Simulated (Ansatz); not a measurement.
# Phonons of SiAgW in the AlB2 type

Question: is the lattice of SiAgW in the AlB2 type stable, and if so, what are its coupling constant and resistivity?

Method: DFT PBE, scalar-relativistic, plane waves, PAW; PAW set soft_1, in Ansatz 0.2.0.

The structure was built from a prototype and need not be the compound's stable phase.

### 1. Starting point

It takes space group P-6m2 (No. 187, hexagonal). The conventional cell has a = 3.874 Å, b = 3.874 Å, c = 4.068 Å, α = 90.00°, β = 90.00°, γ = 120.00°. W has 6 Si at 3.02 Å and 6 Ag at 3.02 Å nearest. Nearest to Si lie 3 Ag at 2.24 Å and 6 W at 3.02 Å. Nearest to Ag lie 3 Si at 2.24 Å and 6 W at 3.02 Å. Farther neighbours are not listed.

### 2. Relaxing cell and atoms

The structure is brought to rest under this functional.

Contents of input.yaml:

```yaml
crystal:
  lattice:
    - [3.87432, 0.0, 0.0]
    - [-1.93716, 3.35526, 0.0]
    - [0.0, 0.0, 4.06803]
  atoms:
    - { symbol: W, position: [0.0, 0.0, 0.0] }
    - { symbol: Si, position: [0.33333333, 0.66666667, 0.5] }
    - { symbol: Ag, position: [0.66666667, 0.33333333, 0.5] }
kpoints:
  mp_grid: { grid: [9, 9, 8] }
hamiltonian:
  xc: pbe
  pseudopotentials: { kind: paw, azcp: { folder: soft_1 } }
scf:
  occupations: { method: gaussian, width: 0.1 }
output:
  forces: true
  stress: true
  eigenvalues: true
relax:
  adjacent_minimum: "off"
  f_tol: 0.005
  max_steps: 80
  cell: { stress_tol: 0.05 }
```

Started as:

```sh
> ansatz run input.yaml --threads 4 --pin off --max-ram 12288MiB --backend cpu --events-out ev --progress --plain --runs-dir out
```

Numbers of over 12 decimals in the logs are rounded to 6 here.

The program printed:

```text
Engine: ansatz 0.2.0, aarch64-unknown-linux-gnu
Pseudopotentials: kind: paw
Pseudopotential: W, paw, valence charge 14, recommended cutoff 420 eV (normal), soft_1/W.paw.azcp
Pseudopotential: Si, paw, valence charge 4, recommended cutoff 420 eV (normal), soft_1/Si.paw.azcp
Pseudopotential: Ag, paw, valence charge 19, recommended cutoff 420 eV (normal), soft_1/Ag.paw.azcp
Functional definition: PBE
  parameter kappa = 0.804
  parameter beta = 0.066725
  exchange = pbe_x(kappa = kappa, mu = beta*pi^2/3)
  correlation = pbe_c(beta = beta)
Crystal: 3 atoms, lattice volume = 52.882 Å³
Basis set: ecut = 420 eV, 1033 PW (Γ), exchange–correlation on 54×54×60 points (8 copies of the dense FFT grid, shifted against one another)
Bands: 23, of which v1, the nominal top of the filled ones, is band 19 counted from 1 (18 counted from 0)
Symmetry: 12 space group operations
Space group: P-6m2 (ITA 187), of the structure as read, at distance tolerance 3.8e-5 Å
k-points: 60 of 648 (time reversal used)
Non-local potential: W, projectors of the file, l = 0: 3, l = 1: 2, l = 2: 2, l = 3: 1
Non-local potential: Si, projectors of the file, l = 0: 2, l = 1: 2, l = 2: 1
Non-local potential: Ag, projectors of the file, l = 0: 3, l = 1: 2, l = 2: 2, l = 3: 1
PAW form: soft (Blöchl's): semilocal exchange-correlation on the pseudo side does not see the compensation charge
PAW one-centre angular grid: W, 590 points (default); XC on 64 Gauss nodes
PAW one-centre angular grid: Si, 110 points (default); XC on 64 Gauss nodes
PAW one-centre angular grid: Ag, 590 points (default); XC on 64 Gauss nodes
Initial density: superposition of atomic densities (chi_scale 0.1, normalization cell, long waves kept (reshape's long-wave potential 0.00 eV rms))
Initial wavefunctions: pseudopotential atomic-orbital guess
Functional: x = pbe(κ = 0.804, μ = 0.219515), c = pbe(β = 0.066725)
SCF iter   1: F=—  HF=-18609.920894 eV  |F-HF|=—  |Δ(HF+E_count)|=         —  Δρ=8.02e-2  dr2=5.41e0  ethr=3.10e-3  ⟨swp⟩=5.8  Hψ=6139  notcnv=0
preconditioner: auto → Kerker (q_TF=auto, 2.571 Å⁻¹)  [metal: Δε(μ)=0.057 eV  Ē_g=7.243 eV  σ=0.100 eV  W_gap=0.29  n_scr=20 (ndim 8)  ℏωp=23.4 eV  f_vac=0.000  D(μ)=3.38/eV (n_scr^D=28)]
SCF iter   2: F=—  HF=-18608.767761 eV  |F-HF|=—  |Δ(HF+E_count)|=    1.15e0  Δρ=3.05e-2  dr2=6.77e-1  ethr=3.10e-3  ⟨swp⟩=2.5  Hψ=2721  notcnv=0  defer=3
SCF iter   3: F=—  HF=-18608.617889 eV  |F-HF|=—  |Δ(HF+E_count)|=   1.50e-1  Δρ=9.66e-3  dr2=3.93e-2  ethr=1.83e-3  ⟨swp⟩=2.1  Hψ=1935  notcnv=0  defer=3
SCF iter   4: F=—  HF=-18608.615537 eV  |F-HF|=—  |Δ(HF+E_count)|=   2.35e-3  Δρ=4.82e-3  dr2=7.78e-3  ethr=1.06e-4  ⟨swp⟩=2.2  Hψ=2088  notcnv=0  defer=2
SCF iter   5: F=—  HF=-18608.615669 eV  |F-HF|=—  |Δ(HF+E_count)|=   1.32e-4  Δρ=9.75e-4  dr2=5.36e-4  ethr=2.10e-5  ⟨swp⟩=2.3  Hψ=2650  notcnv=0  defer=2
SCF iter   6: F=—  HF=-18608.615623 eV  |F-HF|=—  |Δ(HF+E_count)|=   4.54e-5  Δρ=1.92e-4  dr2=2.30e-5  ethr=1.45e-6  ⟨swp⟩=2.0  Hψ=2005  notcnv=0  defer=2
SCF iter   7: F=—  HF=-18608.615623 eV  |F-HF|=—  |Δ(HF+E_count)|=   4.03e-8  Δρ=3.98e-5  dr2=1.06e-6  ethr=6.22e-8  ⟨swp⟩=2.5  Hψ=1838  notcnv=0  defer=2
SCF iter   8: F=-18608.615623 eV  HF=-18608.615623 eV  |F-HF|=3.71e-8  |Δ(HF+E_count)|=   2.23e-7  Δρ=9.62e-6  dr2=8.46e-8  ethr=2.70e-10  ⟨swp⟩=6.0  Hψ=5730  notcnv=0
SCF 1 converged in 8 iterations: F = -18608.615623 eV  dr2 = 8.46e-8
  greatest PAW one-centre occupation: 1.002 electrons in one spin orbital (limit 2), on the Ag atom at site 2 (counted from 0), in its partial waves of l = 0
relax step   1: F+E_penalty+E_count = -18608.61562322 eV  Δ(F+E_penalty+E_count) = +0.000e0 eV  max|allowed force component| = 1.912e-16 eV/Å  Δτ_max = 0.0000 Å  P = -4.513 GPa  Ω = 52.882 Å³  (8 SCF iters, dr2 threshold 1.00e-7 eV, accepted)
Crystal: 3 atoms, lattice volume = 51.149 Å³
Initial density: handed on by an earlier stage of this run
Initial wavefunctions: those handed on with the density
iter 1 solved again at ethr=2.17e-5 eV; its pass at ethr=3.10e-3 eV (dr2=8.01e-3 eV) is discarded
SCF iter   1: F=—  HF=-18609.048810 eV  |F-HF|=—  |Δ(HF+E_count)|=         —  Δρ=3.88e-3  dr2=7.67e-3  ethr=2.17e-5  ⟨swp⟩=2.0  Hψ=7620  notcnv=0
preconditioner: auto → Kerker (q_TF=auto, 2.585 Å⁻¹)  [metal: Δε(μ)=0.023 eV  Ē_g=7.239 eV  σ=0.100 eV  W_gap=0.13  n_scr=20 (ndim 8)  ℏωp=23.8 eV  f_vac=0.000  D(μ)=2.95/eV (n_scr^D=26)]
SCF iter   2: F=—  HF=-18609.048015 eV  |F-HF|=—  |Δ(HF+E_count)|=   7.96e-4  Δρ=2.25e-3  dr2=1.91e-3  ethr=2.07e-5  ⟨swp⟩=1.0  Hψ=1381  notcnv=0
SCF iter   3: F=—  HF=-18609.047875 eV  |F-HF|=—  |Δ(HF+E_count)|=   1.39e-4  Δρ=6.83e-4  dr2=3.08e-4  ethr=5.17e-6  ⟨swp⟩=2.0  Hψ=2366  notcnv=0
SCF iter   4: F=—  HF=-18609.047836 eV  |F-HF|=—  |Δ(HF+E_count)|=   3.91e-5  Δρ=1.55e-4  dr2=9.84e-6  ethr=8.32e-7  ⟨swp⟩=2.0  Hψ=1865  notcnv=0
SCF iter   5: F=—  HF=-18609.047827 eV  |F-HF|=—  |Δ(HF+E_count)|=   9.43e-6  Δρ=4.29e-5  dr2=9.33e-7  ethr=2.66e-8  ⟨swp⟩=2.1  Hψ=2118  notcnv=0
SCF iter   6: F=-18609.047827 eV  HF=-18609.047827 eV  |F-HF|=6.86e-8  |Δ(HF+E_count)|=   9.85e-8  Δρ=1.21e-5  dr2=1.29e-7  ethr=8.11e-10  ⟨swp⟩=5.0  Hψ=5463  notcnv=0
SCF 2 converged in 6 iterations: F = -18609.047827 eV  dr2 = 1.29e-7
relax step   2: F+E_penalty+E_count = -18609.04782664 eV  Δ(F+E_penalty+E_count) = -4.322e-1 eV  max|allowed force component| = 8.018e-17 eV/Å  Δτ_max = 0.0000 Å  P = -2.749 GPa  Ω = 51.149 Å³  energy of the carried Pulay correction = +4.813e-4 eV  (6 SCF iters, dr2 threshold 3.00e-7 eV, accepted)
Crystal: 3 atoms, lattice volume = 50.044 Å³
Basis set: ecut = 420 eV, 973 PW (Γ), exchange–correlation on 54×54×60 points (8 copies of the dense FFT grid, shifted against one another)
iter 1 solved again at ethr=2.71e-5 eV; its pass at ethr=3.10e-3 eV (dr2=1.00e-2 eV) is discarded
SCF iter   1: F=—  HF=-18609.454363 eV  |F-HF|=—  |Δ(HF+E_count)|=         —  Δρ=3.82e-3  dr2=1.00e-2  ethr=2.71e-5  ⟨swp⟩=2.0  Hψ=7566  notcnv=0
preconditioner: auto → Kerker (q_TF=auto, 2.594 Å⁻¹)  [metal: Δε(μ)=0.033 eV  Ē_g=7.307 eV  σ=0.100 eV  W_gap=0.18  n_scr=20 (ndim 8)  ℏωp=24.1 eV  f_vac=0.000  D(μ)=2.88/eV (n_scr^D=26)]
SCF iter   2: F=—  HF=-18609.453043 eV  |F-HF|=—  |Δ(HF+E_count)|=   1.32e-3  Δρ=2.16e-3  dr2=2.21e-3  ethr=2.71e-5  ⟨swp⟩=1.4  Hψ=1404  notcnv=0
SCF iter   3: F=—  HF=-18609.452750 eV  |F-HF|=—  |Δ(HF+E_count)|=   2.93e-4  Δρ=6.23e-4  dr2=2.35e-4  ethr=5.98e-6  ⟨swp⟩=2.1  Hψ=1776  notcnv=0
SCF iter   4: F=—  HF=-18609.452711 eV  |F-HF|=—  |Δ(HF+E_count)|=   3.95e-5  Δρ=2.56e-4  dr2=2.24e-5  ethr=6.36e-7  ⟨swp⟩=2.0  Hψ=1943  notcnv=0
[...]
relax step   6: F+E_penalty+E_count = -18610.30862375 eV  Δ(F+E_penalty+E_count) = -2.410e-1 eV  max|allowed force component| = 9.329e-17 eV/Å  Δτ_max = 0.0000 Å  P = +2.796 GPa  Ω = 46.029 Å³  energy of the carried Pulay correction = +1.828e-3 eV  (6 SCF iters, dr2 threshold 3.00e-7 eV, accepted)
relax step   7: F+E_penalty+E_count = -18610.67185037 eV  Δ(F+E_penalty+E_count) = -3.632e-1 eV  max|allowed force component| = 4.318e-17 eV/Å  Δτ_max = 0.0000 Å  P = +4.180 GPa  Ω = 45.036 Å³  energy of the carried Pulay correction = +2.063e-3 eV  (6 SCF iters, dr2 threshold 3.00e-7 eV, accepted)
relax step   8: F+E_penalty+E_count = -18610.80005491 eV  Δ(F+E_penalty+E_count) = -1.282e-1 eV  max|allowed force component| = 6.939e-17 eV/Å  Δτ_max = 0.0000 Å  P = +4.865 GPa  Ω = 44.887 Å³  energy of the carried Pulay correction = +1.892e-3 eV  (6 SCF iters, dr2 threshold 3.00e-7 eV, accepted)
relax step   9: F+E_penalty+E_count = -18610.76686250 eV  Δ(F+E_penalty+E_count) = +3.319e-2 eV  max|allowed force component| = 5.860e-17 eV/Å  Δτ_max = 0.0000 Å  P = -8.432 GPa  Ω = 48.107 Å³  energy of the carried Pulay correction = +5.572e-4 eV  (6 SCF iters, dr2 threshold 3.00e-7 eV, rejected (line search))
relax step  10: F+E_penalty+E_count = -18610.83181435 eV  Δ(F+E_penalty+E_count) = -3.176e-2 eV  max|allowed force component| = 1.018e-16 eV/Å  Δτ_max = 0.0000 Å  P = +0.254 GPa  Ω = 45.798 Å³  energy of the carried Pulay correction = +1.536e-3 eV  (8 SCF iters, accepted)
relax step  11: F+E_penalty+E_count = -18610.83192547 eV  Δ(F+E_penalty+E_count) = -1.111e-4 eV  max|allowed force component| = 8.558e-17 eV/Å  Δτ_max = 0.0000 Å  P = -0.002 GPa  Ω = 45.853 Å³  energy of the carried Pulay correction = +1.515e-3 eV  (6 SCF iters, dr2 threshold 3.00e-7 eV, accepted)
relax step  12: F+E_penalty+E_count = -18610.83729425 eV  Δ(F+E_penalty+E_count) = -5.369e-3 eV  max|allowed force component| = 8.558e-17 eV/Å  Δτ_max = 0.0000 Å  P = +0.197 GPa  Ω = 45.853 Å³  stress off target by 2.91e-1 GPa  SCF on the basis re-selected at this cell (its energy is not comparable with the rows above)  (6 SCF iters)
relax step  13: F+E_penalty+E_count = -18610.83733517 eV  Δ(F+E_penalty+E_count) = -4.092e-5 eV  max|allowed force component| = 4.626e-17 eV/Å  Δτ_max = 0.0000 Å  P = +0.010 GPa  Ω = 45.901 Å³  energy of the carried Pulay correction = -2.235e-5 eV  (6 SCF iters, dr2 threshold 2.11e-7 eV, accepted)
iter 1 solved again at ethr=9.17e-8 eV; its pass at ethr=3.10e-3 eV (dr2=3.39e-5 eV) is discarded
SCF iter   1: F=—  HF=-18610.837355 eV  |F-HF|=—  |Δ(HF+E_count)|=         —  Δρ=3.39e-6  dr2=1.34e-9  ethr=9.17e-8  ⟨swp⟩=3.0  Hψ=9363  notcnv=0
eigensolver tolerance schedule: the retry pair's looser diagonalisation over-reported the residual by 25270.71 of it (diagonalisation noise at 2.96 of the residual, at the tolerance the schedule requests for it); recorded, not acted on — ethr = c·dr2/N_el stays at c = 1.0e-1
preconditioner: auto → none  [metal: Δε(μ)=0.060 eV  Ē_g=7.598 eV  σ=0.100 eV  W_gap=0.32  n_scr=8 (ndim 8)  ℏωp=25.1 eV  f_vac=0.000  D(μ)=1.88/eV (n_scr^D=8)]
SCF iter   2: F=—  HF=-18610.837359 eV  |F-HF|=—  |Δ(HF+E_count)|=   4.13e-6  Δρ=1.56e-6  dr2=4.72e-10  ethr=3.63e-12  ⟨swp⟩=3.0  Hψ=3069  notcnv=0
SCF iter   3: F=—  HF=-18610.837359 eV  |F-HF|=—  |Δ(HF+E_count)|=  1.82e-10  Δρ=8.47e-7  dr2=9.01e-11  ethr=1.27e-12  ⟨swp⟩=1.3  Hψ=1400  notcnv=0
iter 4 did not close the SCF: its close was put off for the readings that it lacked (scf_convergence_deferred on its scf_iter line)
SCF iter   4: F=-18610.837359 eV  HF=-18610.837359 eV  |F-HF|=3.64e-12  |Δ(HF+E_count)|=  1.02e-10  Δρ=6.42e-8  dr2=9.94e-13  ethr=1.00e-12  ⟨swp⟩=1.0  Hψ=1381  notcnv=0
iter 5 did not close the SCF: its close was put off for the readings that it lacked (scf_convergence_deferred on its scf_iter line)
SCF iter   5: F=-18610.837359 eV  HF=-18610.837359 eV  |F-HF|=3.64e-12  |Δ(HF+E_count)|=  7.28e-12  Δρ=2.66e-8  dr2=3.04e-13  ethr=1.00e-12  ⟨swp⟩=1.0  Hψ=1380  notcnv=0
iter 6 did not close the SCF: its close was put off for the readings that it lacked (scf_convergence_deferred on its scf_iter line)
SCF iter   6: F=-18610.837359 eV  HF=-18610.837359 eV  |F-HF|=7.28e-12  |Δ(HF+E_count)|=    0.00e0  Δρ=1.04e-8  dr2=4.33e-14  ethr=1.00e-12  ⟨swp⟩=1.0  Hψ=1380  notcnv=0
iter 7 did not close the SCF: its close was put off for the readings that it lacked (scf_convergence_deferred on its scf_iter line)
SCF iter   7: F=-18610.837359 eV  HF=-18610.837359 eV  |F-HF|=3.64e-12  |Δ(HF+E_count)|=  3.64e-12  Δρ=3.19e-9  dr2=3.42e-15  ethr=1.00e-12  ⟨swp⟩=1.0  Hψ=1380  notcnv=0
SCF iter   8: F=-18610.837359 eV  HF=-18610.837359 eV  |F-HF|=3.64e-12  |Δ(HF+E_count)|=  3.64e-12  Δρ=4.68e-10  dr2=5.81e-17  ethr=1.00e-12  ⟨swp⟩=2.0  Hψ=3527  notcnv=0
SCF 14 converged in 8 iterations: F = -18610.837359 eV  dr2 = 5.81e-17
relax step  14: F+E_penalty+E_count = -18610.83735889 eV  Δ(F+E_penalty+E_count) = -2.373e-5 eV  max|allowed force component| = 4.626e-17 eV/Å  Δτ_max = 0.0000 Å  P = +0.010 GPa  Ω = 45.901 Å³  stress off target by 2.33e-2 GPa  SCF on the basis re-selected at this cell (its energy is not comparable with the rows above)  (8 SCF iters)
basis re-selected at this cell: Δ(F+E_penalty+E_count) = -2.373e-5 eV, ΔP = -0.000 GPa vs the last step (what re-selecting the basis moved, of the pressure what is left beyond the Pulay correction that the steps carried, after the strain that the cell walked since its last selection, with what the two solves' SCF thresholds leave and, on support functions, any second-order correction that the steps lacked; it is no m [...]
SCF converged after 8 iterations
Free energy (F): -18610.837359 eV
Harris-Foulkes:  -18610.837359 eV  (|F-HF|=3.64e-12)
Internal energy: -18610.827974 eV  (E = F + TS)
E sigma→0 (E₀):  -18610.832666 eV
Entropy (-TS):   -0.009385 eV (-3.128 meV/atom)
Fermi energy:    17.990898 eV
--- Per-component energies (eV) ---
  E_band       = -342.519380
  E_kinetic    = 930.594013
  E_local      = -3344.496836  (includes V_loc(G=0)·N_el)
  E_nonlocal   = 26.712804
  E_hartree    = 1593.089864
  E_xc         = -484.094565
  E_vxc        = -481.950086  (∫ρ·V_xc dr)
  E_paw        = -13042.111274  (= ΣΔE_a)
  E_vpaw       = -659.559573  (= ΣTr[D̂ρ^β])
  E_aug_tail   = 0.000567  (compensation charges beyond the density's cutoff)
  E_ewald      = -4290.522548
  E_smearing   = -0.009385  (= −TS)
  E_closure    = 0.000000  (closes the sum)
  Σ components = -18610.837359   (vs F -18610.837359, Δ=0.00e0)
--- Forces (eV/Å), atoms counted from 1 ---
  atom   1  W     -0.00000000    -0.00000000     0.00000000
  atom   2  Si    -0.00000000    -0.00000000    -0.00000000
  atom   3  Ag    -0.00000000    -0.00000000    -0.00000000
  max |Σ_I F_I| component: 2.08e-16 eV/Å
--- Stress (GPa, compression-positive) ---
        0.023339       0.000000      -0.000000
        0.000000       0.023339       0.000000
       -0.000000       0.000000      -0.015634
  P = ⅓ Tr σ = 0.0103 GPa (0.103 kbar)
--- Band table (eV; the first three rows and the last of 60) ---
  k-point 0: bands = [... 15 lower, 14.4911, 14.4911, 17.9197, 20.1756, 20.1756, 20.2008, 20.2008, 23.2956]
  k-point 1: bands = [... 15 lower, 14.9595, 14.9595, 18.1229, 18.5574, 18.5574, 21.7288, 21.8638, 21.8638]
  k-point 2: bands = [... 15 lower, 15.8913, 16.2624, 17.2519, 17.2519, 18.4883, 19.5980, 22.2942, 22.2942]
  k-point 59: bands = [... 15 lower, 15.3118, 16.1647, 16.5593, 18.5482, 19.1758, 19.3089, 20.0568, 21.7452]
--- Relaxed structure (12 steps of the walk, 11 accepted, 2 SCFs on fresh bases) ---
  F+E_penalty+E_count = -18610.83735889 eV   max|allowed force component| = 4.626e-17 eV/Å   (the final SCF, on the basis selected at the relaxed cell)
  cell:  # Å, volume = 45.9015 Å³
    - [4.398713, 5.82193275192616e-17, 0]
    - [-2.199357, 3.809398, 0]
    - [0, 0, 2.739331]
  atoms:
    - { symbol: W, position: [0, 0, 0.0] }
    - { symbol: Si, position: [0.333333, 0.666667, 0.500000] }
    - { symbol: Ag, position: [0.666667, 0.333333, 0.500000] }
```

Run time: 24 s. Hardware: 4 threads of Arm Neoverse V2, shared host; peak memory 0.45 GiB.

The steps of the relaxation:

| step | energy less that of the first step (eV) | largest force component (eV/Å) | pressure (GPa) | volume (Å³) |
| --- | --- | --- | --- | --- |
| 1 | 0.0000 | 0.0000 | -4.51 | 52.88 |
| 2 | -0.4322 | 0.0000 | -2.75 | 51.15 |
| 3 | -0.8371 | 0.0000 | -2.72 | 50.04 |
| 4 | -1.1537 | 0.0000 | -0.15 | 48.39 |
| 5 | -1.4520 | 0.0000 | -0.84 | 47.64 |
| 6 | -1.6930 | 0.0000 | 2.80 | 46.03 |
| 7 | -2.0562 | 0.0000 | 4.18 | 45.04 |
| 8 | -2.1844 | 0.0000 | 4.86 | 44.89 |
| 9 | -2.1512 | 0.0000 | -8.43 | 48.11 |
| 10 | -2.2162 | 0.0000 | 0.25 | 45.80 |
| 11 | -2.2163 | 0.0000 | 0.00 | 45.85 |
| 12* | -2.2217 | 0.0000 | 0.20 | 45.85 |
| 13 | -2.2217 | 0.0000 | 0.01 | 45.90 |
| 14* | -2.2217 | 0.0000 | 0.01 | 45.90 |

Relaxation steps marked * repeat the geometry before them on a plane-wave basis chosen anew for their cell, so energy and pressure can jump there. Relaxation step 9 was tried and not accepted.

Forces are held to the 12 operations that the run works with; a distortion that breaks them can't arise in this run.

| cell as run | before | after | change |
| --- | --- | --- | --- |
| a (Å) | 3.874 | 4.399 | +13.5 % |
| b (Å) | 3.874 | 4.399 | +13.5 % |
| c (Å) | 4.068 | 2.739 | -32.7 % |
| volume (Å³/atom) | 17.63 | 15.30 | -13.2 % |

The relaxed structure:

```
W Si Ag
1.0
     4.39871    0.00000    0.00000
    -2.19936    3.80940    0.00000
     0.00000    0.00000    2.73933
W Si Ag
1 1 1
Direct
  0.00000 0.00000 0.00000
  0.33333 0.66667 0.50000
  0.66667 0.33333 0.50000
```

Numbers from this step:

* pressure: 0.01035 GPa
* volume per atom: 15.30 Å³/atom
* metallic on mesh: yes
* gap on the k-mesh: 0 eV

The largest force is now zero by symmetry and the largest stress component 0.023 GPa.

### 3. Relaxing cell and atoms

The cell moved far, so the relaxation is started again from the new cell to confirm it.

input.yaml, the sections that differ from step 2:

```yaml
crystal:
  lattice:
    - [4.3987133476, 0.0, 0.0]
    - [-2.1993566738, 3.809397503, 0.0]
    - [0.0, 0.0, 2.7393308517]
  atoms:
    - { symbol: W, position: [0.0, 0.0, 0.0] }
    - { symbol: Si, position: [0.3333333333, 0.6666666667, 0.5] }
    - { symbol: Ag, position: [0.6666666667, 0.3333333333, 0.5] }
kpoints:
  mp_grid: { grid: [9, 9, 10] }
# hamiltonian, scf, output, relax: as in step 2
```

The program printed:

```text
[the first part of the log is left out]
  E_vxc        = -481.948446  (∫ρ·V_xc dr)
  E_paw        = -13042.129576  (= ΣΔE_a)
  E_vpaw       = -659.593047  (= ΣTr[D̂ρ^β])
  E_aug_tail   = 0.000567  (compensation charges beyond the density's cutoff)
  E_ewald      = -4290.573819
  E_smearing   = -0.010408  (= −TS)
  E_closure    = -0.000000  (closes the sum)
  Σ components = -18610.842572   (vs F -18610.842572, Δ=0.00e0)
[...]
--- Stress (GPa, compression-positive) ---
       -0.003576       0.000000       0.000000
        0.000000      -0.003576      -0.000000
        0.000000      -0.000000       0.004438
  P = ⅓ Tr σ = -0.0009 GPa (-0.009 kbar)
--- Band table (eV; the first three rows and the last of 72) ---
[...]
--- Relaxed structure (4 steps of the walk, 4 accepted, 1 SCFs on fresh bases) ---
[...]
cell:  # Å, volume = 45.8824 Å³
    - [4.400815, 2.3331311421965715e-19, 0]
    - [-2.200407, 3.811217, 0]
    - [0, 0, 2.735578]
  atoms:
    - { symbol: W, position: [0, 0, 0] }
    - { symbol: Si, position: [0.333333, 0.666667, 0.5] }
    - { symbol: Ag, position: [0.666667, 0.333333, 0.5] }
```

Run time: 9.1 s. Hardware: 4 threads; peak memory 0.44 GiB; 34 s of CPU time.

Step by step:

| step | energy less that of the first step (eV) | largest force component (eV/Å) | pressure (GPa) | volume (Å³) |
| --- | --- | --- | --- | --- |
| 1 | 0.0000 | 0.0000 | -0.11 | 45.90 |
| 2 | -0.0001 | 0.0000 | 0.22 | 45.83 |
| 3 | -0.0001 | 0.0000 | -0.08 | 45.90 |
| 4 | -0.0001 | 0.0000 | 0.00 | 45.88 |
| 5 | -0.0001 | 0.0000 | 0.00 | 45.88 |

The log counts 1 steps on a newly chosen plane-wave basis, not all of them marked here; energy and pressure can jump at such steps.

| conventional cell, symmetrised | before | after | change |
| --- | --- | --- | --- |
| a (Å) | 4.399 | 4.401 | +0.0 % |
| b (Å) | 4.399 | 4.401 | +0.0 % |
| c (Å) | 2.739 | 2.736 | -0.1 % |
| volume (Å³/atom) | 15.30 | 15.29 | -0.0 % |

Final coordinates:

```xyz
3
Lattice="4.4008 0.0000 0.0000 -2.2004 3.8112 0.0000 0.0000 0.0000 2.7356" Properties=species:S:1:pos:R:3 pbc="T T T"
W     0.0000    0.0000    0.0000
Si    0.0000    2.5408    1.3678
Ag    2.2004    1.2704    1.3678
```

Numbers from this step:

* pressure: -9.05e-4 GPa
* volume per atom: 15.29 Å³/atom

The largest force is now zero by symmetry and the largest stress component 0.0044 GPa.

(Continued in part 2 of 3.)

[Logs are printed without paths, hosts, clocks, repeated set-up lines and the standing remarks that a program may print on its own settings, such as how far it seeks lower states.]

[Hosts, paths, dates, database ids (printed as entryN), source tags and the programs' standing remarks are cut or masked in the printed files.]
